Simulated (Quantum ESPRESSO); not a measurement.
Computed results, one entry a study.

```cif
data_navs2
_symmetry_space_group_name_H-M 'R-3m:H'
_symmetry_Int_Tables_number 166
_cell_length_a 3.5986
_cell_length_b 3.5986
_cell_length_c 19.3832
_cell_angle_alpha 90.000
_cell_angle_beta 90.000
_cell_angle_gamma 120.000
_cell_volume 217.38
loop_
_atom_site_label
_atom_site_type_symbol
_atom_site_symmetry_multiplicity
_atom_site_Wyckoff_symbol
_atom_site_fract_x
_atom_site_fract_y
_atom_site_fract_z
_atom_site_occupancy
Na1 Na 3 b 0.33333 0.66667 0.16667 1
V1 V 3 a 0.00000 0.00000 0.00000 1
S1 S 6 c 0.00000 0.00000 0.26438 1
_calc_subject 'Fixed-spin-moment curve of NaVS2'
_calc_method 'LDA with U = 3.2 eV on V d (ortho-atomic projectors); plane waves with GBRV 1.5 LDA potentials, no spin-orbit coupling (and 1 further level or step)'
_calc_program 'Quantum ESPRESSO 7.5'
_calc_settings_of_one_run 'GBRV 1.5 LDA, cutoff 544.23 eV, 8×8×8 k-mesh, 26 bands, fermi-dirac occupations, smearing width 0.1 eV, collinear spin, SCF threshold 8.00e-9, Hubbard form dudarev, Hubbard projectors ortho-atomic, starting moments 0 2 0 0 μB'
_calc_cost '8 runs, 71 min in all on 2 MPI ranks of Arm Neoverse V1, shared host (the runs of this entry)'
_calc_notes 'The run is spin-polarised, with a total moment of 2.00 μB a cell (absolute 2.73). The cell holds one seeded atom, so opposed orders, which may lie lower, cannot form in it. Degenerate orbitals of a corrected shell are partly filled. Whether a state of lower symmetry lies under this one was not tested; under a U it often does.'
_calc_moment_of_the_free_run '2.00 μB a cell'
_calc_energy_at_zero_total_moment_compensated '1150 meV a cell over the lowest'
```

[Logs and program files are shortened in this print: banners, set-up blocks, solver, clock and traceback lines can be left out without a mark of their own.]

[Logs are printed without paths, hosts, clocks, repeated set-up lines and the standing remarks that a program may print on its own settings, such as how far it seeks lower states.]

[Hosts, paths, dates, database ids (printed as entryN), source tags and the programs' standing remarks are cut or masked in the printed files.]

[Where a cell is said to come from a database of computed structures, the database is the Materials Project.]
